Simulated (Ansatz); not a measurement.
In doubt: masses and optical values from hybrid runs of this build are listed as unsure (in some of the runs), which bears on the screening that GW takes from such a start.

Consider MoSeS (P-3m1).

```
Mo Se S
1.0
     3.25251    0.00000    0.00000
    -1.62626    2.81676    0.00000
     0.00000    0.00000   13.61727
Mo Se S
2 2 2
Direct
  0.00000 0.00000 0.25915
  0.00000 0.00000 0.74085
  0.66667 0.33333 0.86489
  0.33333 0.66667 0.13511
  0.33333 0.66667 0.37059
  0.66667 0.33333 0.62941
```

The cell and positions are those that the Materials Project relaxed with its own functionals (PBE, PBE+U or r2SCAN), kept fixed.

Gaps computed with Ansatz 0.2.0 without a self-energy: HSE06 1.51 eV.

Question: Estimate the G0W0@HSE06 gap with 9×9×2 mesh, 741 empty bands, screening to 190 eV, hard PAW files.

About 1.65 eV: on its mesh the run moves the gap from 1.50 eV by +0.15 eV. Bands and cutoff are finite, so the gap is not at the basis limit. The miss can reach some tenths of an eV and take either sign; the mesh is an error of its own. The many-body steps are scalar-relativistic: spin-orbit coupling is not in them.

[Paths, hosts, dates, memory and timing lines, banners, echoed tables and standing remarks are left out of the program output.]

[Logs are printed without paths, hosts, clocks, repeated set-up lines and the standing remarks that a program may print on its own settings, such as how far it seeks lower states.]

[Runs of the session that timed out or met a known fault of the program may be left out.]

[Cells called generated may have been cut or substituted from an entry of the Crystallography Open Database or the Materials Project.]

[Hosts, paths, dates, database ids (printed as entryN), source tags and the programs' standing remarks are cut or masked in the printed files.]
